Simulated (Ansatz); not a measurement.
**How KBr absorbs and reflects light**

Aim: the dielectric function of KBr, and the optical constants that follow from it.

Method: DFT, PBE, plane-wave PAW, default files, scalar-relativistic, independent-particle optical response without local fields, in Ansatz 0.2.0.

### 1. Starting point

It takes space group Fm-3m (No. 225, cubic). The conventional cell has a = 6.600 Å, b = 6.600 Å, c = 6.600 Å, α = 90.00°, β = 90.00°, γ = 90.00°. Nearest to Br lie 6 K at 3.30 Å. K has 6 Br at 3.30 Å nearest. Farther neighbours and most contacts between anions are not listed.

### 2. Ground state and bands

First the ground state: is it a metal or has it a gap?

This step: DFT, PBE, plane-wave PAW, default files, scalar-relativistic, ground state (Ansatz 0.2.0).

input.yaml reads:

```yaml
crystal:
  lattice:
    - [0.0, 3.3, 3.3]
    - [3.3, 0.0, 3.3]
    - [3.3, 3.3, 0.0]
  atoms:
    - { symbol: Br, position: [0.5, 0.5, 0.5] }
    - { symbol: K, position: [0.0, 0.0, 0.0] }
kpoints:
  mp_grid: { grid: [6, 6, 6] }
  band_path:
    path:
      - [[0.0, 0.0, 0.0], [0.5, 0.0, 0.5], [0.5, 0.25, 0.75], [0.375, 0.375, 0.75], [0.0, 0.0, 0.0], [0.5, 0.5, 0.5], [0.625, 0.25, 0.625], [0.5, 0.25, 0.75], [0.5, 0.5, 0.5], [0.375, 0.375, 0.75]]
      - [[0.625, 0.25, 0.625], [0.5, 0.0, 0.5]]
    npoints: 6
scf:
  occupations: { method: fermi_dirac, width: 0.05 }
  n_extra_bands: 6
hamiltonian:
  xc: pbe
  pseudopotentials: { kind: paw }
output:
  forces: true
  stress: true
  populations: true
  write_bands: true
  write_density: true
  write_potential: true
  elf: true
  volumetric_format: npy
```

Started as:

```bash
$ ansatz run input.yaml --threads 4 --pin off --max-ram 8192MiB --backend cpu --events-out ev --progress --plain --runs-dir out
```

Numbers of over 12 decimals in the logs are rounded to 6 here.

The log of the run:

```text
scf.n_extra_bands = 6 over 8 filled bands (N_el = 16.0): the run solves 14 bands
Engine: ansatz 0.2.0, aarch64-unknown-linux-gnu
Pseudopotentials: kind: paw
Pseudopotential: Br, paw, valence charge 7, recommended cutoff 420 eV (normal), Br.paw.azcp
Pseudopotential: K, paw, valence charge 9, recommended cutoff 420 eV (normal), K.paw.azcp
Functional definition: PBE
  parameter kappa = 0.804
  parameter beta = 0.066725
  exchange = pbe_x(kappa = kappa, mu = beta*pi^2/3)
  correlation = pbe_c(beta = beta)
Crystal: 2 atoms, lattice volume = 71.874 Å³
Basis set: ecut = 420 eV, 1411 PW (Γ), exchange–correlation on 64×64×64 points (8 copies of the dense FFT grid, shifted against one another)
Bands: 14, of which v1, the nominal top of the filled ones, is band 8 counted from 1 (7 counted from 0)
Symmetry: 48 space group operations
Space group: Fm-3m (ITA 225), of the structure as read, at distance tolerance 4.2e-5 Å
k-points: 16 of 216
Non-local potential: Br, projectors of the file, l = 0: 2, l = 1: 2, l = 2: 2
Non-local potential: K, projectors of the file, l = 0: 3, l = 1: 2, l = 2: 2
PAW form: soft (Blöchl's): semilocal exchange-correlation on the pseudo side does not see the compensation charge
PAW one-centre angular grid: Br, 110 points (default); XC on 64 Gauss nodes
PAW one-centre angular grid: K, 110 points (default); XC on 64 Gauss nodes
Initial density: superposition of atomic densities (neutral atoms: chi_scale 0, normalization atom), corrected by the library's trained network
Initial wavefunctions: pseudopotential atomic-orbital guess
Functional: x = pbe(κ = 0.804, μ = 0.219515), c = pbe(β = 0.066725)
SCF iter   1: F=—  HF=-4324.496605 eV  |F-HF|=—  |Δ(HF+E_count)|=         —  Δρ=1.54e-4  dr2=1.23e-5  ethr=1.77e-3  ⟨swp⟩=7.1  Hψ=1526  notcnv=0
preconditioner: auto → none  [insulator: Δε(μ)=4.426 eV  Ē_g=15.403 eV  σ=0.050 eV  W_gap=1.00  n_scr=14 (ndim 8)  ℏωp=16.4 eV  f_vac=0.056  D(μ)=0.00/eV (n_scr^D=0)  ε∞_Penn≈2.1]
SCF iter   2: F=—  HF=-4324.496532 eV  |F-HF|=—  |Δ(HF+E_count)|=   7.34e-5  Δρ=1.96e-4  dr2=4.47e-5  ethr=7.67e-8  ⟨swp⟩=3.4  Hψ=623  notcnv=0
SCF iter   3: F=—  HF=-4324.496527 eV  |F-HF|=—  |Δ(HF+E_count)|=   5.34e-6  Δρ=5.76e-5  dr2=1.81e-6  ethr=7.67e-8  ⟨swp⟩=2.0  Hψ=312  notcnv=0
SCF iter   4: F=—  HF=-4324.496531 eV  |F-HF|=—  |Δ(HF+E_count)|=   4.74e-6  Δρ=2.13e-5  dr2=2.17e-7  ethr=1.13e-8  ⟨swp⟩=2.0  Hψ=312  notcnv=0
SCF iter   5: F=—  HF=-4324.496532 eV  |F-HF|=—  |Δ(HF+E_count)|=   7.49e-7  Δρ=9.56e-6  dr2=1.04e-7  ethr=1.36e-9  ⟨swp⟩=2.0  Hψ=248  notcnv=0
SCF iter   6: F=-4324.496532 eV  HF=-4324.496532 eV  |F-HF|=7.44e-9  |Δ(HF+E_count)|=   5.05e-9  Δρ=2.89e-6  dr2=1.00e-8  ethr=6.25e-10  ⟨swp⟩=11.2  Hψ=1549  notcnv=0
SCF 1 converged in 6 iterations: F = -4324.496532 eV  dr2 = 1.00e-8
  greatest PAW one-centre occupation: 0.987 electrons in one spin orbital (limit 2), on the K atom at site 1 (counted from 0), in its partial waves of l = 0
NSCF: frozen V_eff on 62 k-points
SCF converged after 6 iterations
Free energy (F): -4324.496532 eV
Harris-Foulkes:  -4324.496532 eV  (|F-HF|=7.44e-9)
Internal energy: -4324.496532 eV  (E = F + TS)
E sigma→0 (E₀):  -4324.496532 eV
Fermi energy:    3.342497 eV
--- Per-component energies (eV) ---
  E_band       = -133.512091
  E_kinetic    = 388.472038
  E_local      = -838.835159  (includes V_loc(G=0)·N_el)
  E_nonlocal   = 82.863998
  E_hartree    = 271.999589
  E_xc         = -400.625270
  E_vxc        = -269.645570  (∫ρ·V_xc dr)
  E_paw        = -3028.385878  (= ΣΔE_a)
  E_vpaw       = -40.364796  (= ΣTr[D̂ρ^β])
  E_aug_tail   = -0.000004  (compensation charges beyond the density's cutoff)
  E_ewald      = -799.985846
  E_smearing   = -0.000000  (= −TS)
  E_closure    = -0.000000  (closes the sum)
  Σ components = -4324.496532   (vs F -4324.496532, Δ=0.00e0)
--- Forces (eV/Å), atoms counted from 1 ---
  atom   1  Br     0.00000000     0.00000000     0.00000000
  atom   2  K     -0.00000000     0.00000000     0.00000000
  max |Σ_I F_I| component: 4.60e-30 eV/Å
--- Stress (GPa, compression-positive) ---
        0.717912      -0.000000      -0.000000
       -0.000000       0.717912      -0.000000
       -0.000000      -0.000000       0.717912
  P = ⅓ Tr σ = 0.7179 GPa (7.179 kbar)
--- Band table (eV; the first three rows and the last of 16) ---
  k-point 0: bands = [... 4 lower, -10.1842, 1.0691, 1.0691, 1.0691, 5.5045, 8.6734, 8.6734, 8.6734, ... 2 higher]
  k-point 1: bands = [... 4 lower, -10.1157, 0.7038, 0.9804, 0.9804, 6.1605, 8.5336, 8.9962, 8.9962, ... 2 higher]
  k-point 2: bands = [... 4 lower, -9.9925, 0.1312, 0.8140, 0.8140, 7.2681, 8.7874, 9.8577, 9.8577, ... 2 higher]
  k-point 15: bands = [... 4 lower, -10.1193, 0.3624, 0.5929, 0.6213, 7.6651, 8.9937, 9.3619, 10.2984, ... 2 higher]
--- Löwdin populations: 2 sites ---
  site symbol       q [e]
     0     Br      7.6605
     1      K      8.2877
  spilling = 0.003233 (of n_electrons = 16.000000)
```

Run time: 1.4 s. Hardware: 4 threads of Arm Neoverse N1, shared host; peak memory 0.31 GiB.

Reading the cycles: dr2 is the Hartree energy of the density residual (eV), the measure of convergence; HF is the Harris–Foulkes estimate of the energy, which meets the free energy F at convergence.

Read-outs, printed or worked out from the files:

| Quantity | Value |
| --- | --- |
| free energy | -4324.4965 eV |
| Fermi energy | 3.342 eV |
| gap by band count | 4.435 eV |
| electrons | 16 |
| symmetry operations | 48 |
| pressure | 0.7179 GPa |
| gap on the k-mesh | 4.435 eV |
| volume | 71.87 Å³ |
| gap on the path | 4.435 eV |
| least direct gap on the path | 4.435 eV |

There is a gap, 4.44 eV on the path, so no carriers' term is needed. The cell is left with a pressure of 0.7 GPa, as it stands unrelaxed at this level.

Electronic bands along the path, in eV, zero at the Fermi level; v1 is the highest filled band, c1 the lowest empty one:

| point | v3 | v2 | v1 | c1 | c2 | c3 | c4 |
| --- | --- | --- | --- | --- | --- | --- | --- |
| Γ | -2.27 | -2.27 | -2.27 | 2.16 | 5.33 | 5.33 | 5.33 |
| halfway | -2.98 | -2.44 | -2.44 | 3.63 | 4.26 | 6.56 | 6.77 |
| X | -3.09 | -2.56 | -2.56 | 3.59 | 4.93 | 7.08 | 7.23 |
| halfway | -3.02 | -2.69 | -2.66 | 4.01 | 5.39 | 6.46 | 7.12 |
| W | -2.86 | -2.86 | -2.81 | 5.11 | 5.11 | 5.99 | 6.72 |
| halfway | -2.94 | -2.89 | -2.67 | 4.54 | 5.79 | 5.92 | 6.83 |
| K | -2.97 | -2.91 | -2.60 | 4.32 | 5.88 | 6.19 | 6.89 |
| halfway | -3.06 | -2.52 | -2.52 | 3.88 | 5.00 | 6.10 | 6.61 |
| Γ | -2.27 | -2.27 | -2.27 | 2.16 | 5.33 | 5.33 | 5.33 |
| halfway | -2.94 | -2.45 | -2.45 | 3.41 | 5.21 | 6.03 | 6.03 |
| L | -3.45 | -2.61 | -2.61 | 4.32 | 5.96 | 7.46 | 7.46 |
| halfway | -3.28 | -2.72 | -2.61 | 4.62 | 5.67 | 6.78 | 7.25 |
| U | -2.97 | -2.91 | -2.60 | 4.32 | 5.88 | 6.19 | 6.89 |
| halfway | -2.94 | -2.89 | -2.67 | 4.54 | 5.79 | 5.92 | 6.83 |
| W | -2.86 | -2.86 | -2.81 | 5.11 | 5.11 | 5.99 | 6.72 |
| halfway | -3.23 | -2.74 | -2.63 | 4.74 | 5.53 | 6.61 | 7.03 |
| L | -3.45 | -2.61 | -2.61 | 4.32 | 5.96 | 7.46 | 7.46 |
| halfway | -3.28 | -2.72 | -2.61 | 4.62 | 5.67 | 6.78 | 7.25 |
| K | -2.97 | -2.91 | -2.60 | 4.32 | 5.88 | 6.19 | 6.89 |
| jump to U | -2.97 | -2.91 | -2.60 | 4.32 | 5.88 | 6.19 | 6.89 |
| halfway | -3.06 | -2.67 | -2.57 | 3.80 | 5.19 | 6.84 | 7.23 |
| X | -3.09 | -2.56 | -2.56 | 3.59 | 4.93 | 7.08 | 7.23 |

The electronic bands as a text plot (rows in eV, shown from -3.5 to 6.2 only):

```
    5.9 |+ ++       ++++++   +++  +   + ++++  ++++++   ++++  +
    5.5 | +         ++    +    +++ +++ +    ++   +   ++    ++ +
    5.1 |++       ++  +    ++++++++++++           +++          ++
    4.7 |  ++   ++   ++   +++               ++   +  ++     ++
    4.3 |    +++    +  +++              ++++  +++     +++++  +
    3.9 |     ++   +         ++        +                      ++
    3.5 |    +  +++                   +                         +
    3.1 |  ++                  +
    2.7 |                           ++
    2.3 |++                     ++++
    1.9 |
    1.5 |
    1.1 |
    0.7 |
    0.3 |
   -0.1 |
   -0.5 |
   -0.9 |
   -1.3 |
   -1.7 |
   -2.1 |
   -2.5 |***********    *************************    ************
   -2.9 |  ***      *********  *      *    ************   ******
   -3.3 |     ******      *****        ********     *********  **
         Γ       X    W  K        Γ      L     U  W     L   K|U X
```

Valence density in the ac plane of the conventional cell at fractional y = 0.000, with atoms of Br and K within 0.2 Å of it. It is the smooth field of the valence electrons, not physical close to the nuclei.

Ten even steps from '_' (0.0 e/Å³) to '@' (4.1 e/Å³), each cell a mean:
```
@@**::______..::....::..________==%%
++--__________..::::::..________..==
..______________......______________
____________________________________
____________________________________
____________________________________
::..____________::::..__________....
::::..________--**##==..______..::::
__::::______..++@@@@##::______..::..
..::..________==%%@@**::______..::..
::::..________..==++--__________..::
....______________..______________..
____________________________________
____________________________________
____________________________________
::..__________....::..____________::
##==..______..::::::::..________--**
@@##::______..::..__::::______..++@@
```

Electrostatic potential energy in the ac plane of the conventional cell at fractional y = 0.000, with atoms of Br and K within 0.2 Å of it. With pseudopotentials it is smooth inside the atoms' cores, unlike the true potential.

Ten even steps from '_' (-67 eV) to '@' (7 eV), each cell a mean:
```
--==##@@@@@@%%--____..##@@@@@@%%++--
++**%%@@@@@@@@##--::++%%@@@@@@@@##++
%%%%@@@@@@@@@@@@%%%%@@@@@@@@@@@@@@%%
@@@@@@@@@@@@@@@@@@@@@@@@@@@@@@@@@@@@
@@@@@@@@@@@@@@@@@@@@@@@@@@@@@@@@@@@@
@@@@@@@@@@@@@@@@@@@@@@@@@@@@@@@@@@@@
**%%@@@@@@@@@@%%####%%@@@@@@@@@@%%##
__--%%@@@@@@%%**==--++%%@@@@@@@@++..
____**@@@@@@%%++--::--##@@@@@@%%::__
__..##@@@@@@%%++----==##@@@@@@%%--__
::++%%@@@@@@@@##++++**%%@@@@@@@@##--
%%@@@@@@@@@@@@@@%%%%%%@@@@@@@@@@@@%%
@@@@@@@@@@@@@@@@@@@@@@@@@@@@@@@@@@@@
@@@@@@@@@@@@@@@@@@@@@@@@@@@@@@@@@@@@
@@@@@@@@@@@@@@@@@@@@@@@@@@@@@@@@@@@@
##%%@@@@@@@@@@%%##**%%@@@@@@@@@@%%##
--++%%@@@@@@@@++..__--%%@@@@@@%%**==
::--##@@@@@@%%::______**@@@@@@%%++--
```

[end of part 1 of 2]

[Logs are printed without paths, hosts, clocks, repeated set-up lines and the standing remarks that a program may print on its own settings, such as how far it seeks lower states.]

[Hosts, paths, dates, database ids (printed as entryN), source tags and the programs' standing remarks are cut or masked in the printed files.]
